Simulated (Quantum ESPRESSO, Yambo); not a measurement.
An input for Quantum ESPRESSO 7.5 (InSe (GaSe-type monolayer)):

```
&control
  calculation = 'nscf'
  prefix = 'x'
  outdir = 'o'
  pseudo_dir = 'pseudo'
/
&system
  ibrav = 0
  nat = 4
  ntyp = 2
  ecutwfc = 104.0
  nbnd = 77
  force_symmorphic = .true.
/
&electrons
  conv_thr = 1e-9
  electron_maxstep = 80
  diago_full_acc = .true.
  diago_thr_init = 5e-6
/
ATOMIC_SPECIES
  In 114.82 In.upf
  Se 78.971 Se.upf
CELL_PARAMETERS angstrom
  4.0881430588 -0.0000000002 0.0000000000
  -2.0440715292 3.5404357433 0.0000000000
  0.0000000000 0.0000000000 19.0000000000
ATOMIC_POSITIONS crystal
  In 0.3333333333 0.6666666667 0.5743530477
  In 0.3333333333 0.6666666667 0.4256469523
  Se 0.6666666667 0.3333333333 0.6413632745
  Se 0.6666666667 0.3333333333 0.3586367255
K_POINTS automatic
  6 6 1 0 0 0
```

```sh
OMP_NUM_THREADS=1 mpirun -n 8 pw.x -nk 4 -in pw.in > pw.out
```

Estimate wall time and host memory on 8 MPI ranks of Arm Neoverse V2, shared host.

It took 19 s; on shared hardware allow 9.6 s to 39 s. Peak host memory was 1.6 GiB.

[Paths, hosts, dates, memory and timing lines, banners, echoed tables and standing remarks are left out of the program output.]

[Logs are printed without paths, hosts, clocks, repeated set-up lines and the standing remarks that a program may print on its own settings, such as how far it seeks lower states.]

[Runs of the session that timed out or met a known fault of the program may be left out.]

[Hosts, paths, dates, database ids (printed as entryN), source tags and the programs' standing remarks are cut or masked in the printed files.]
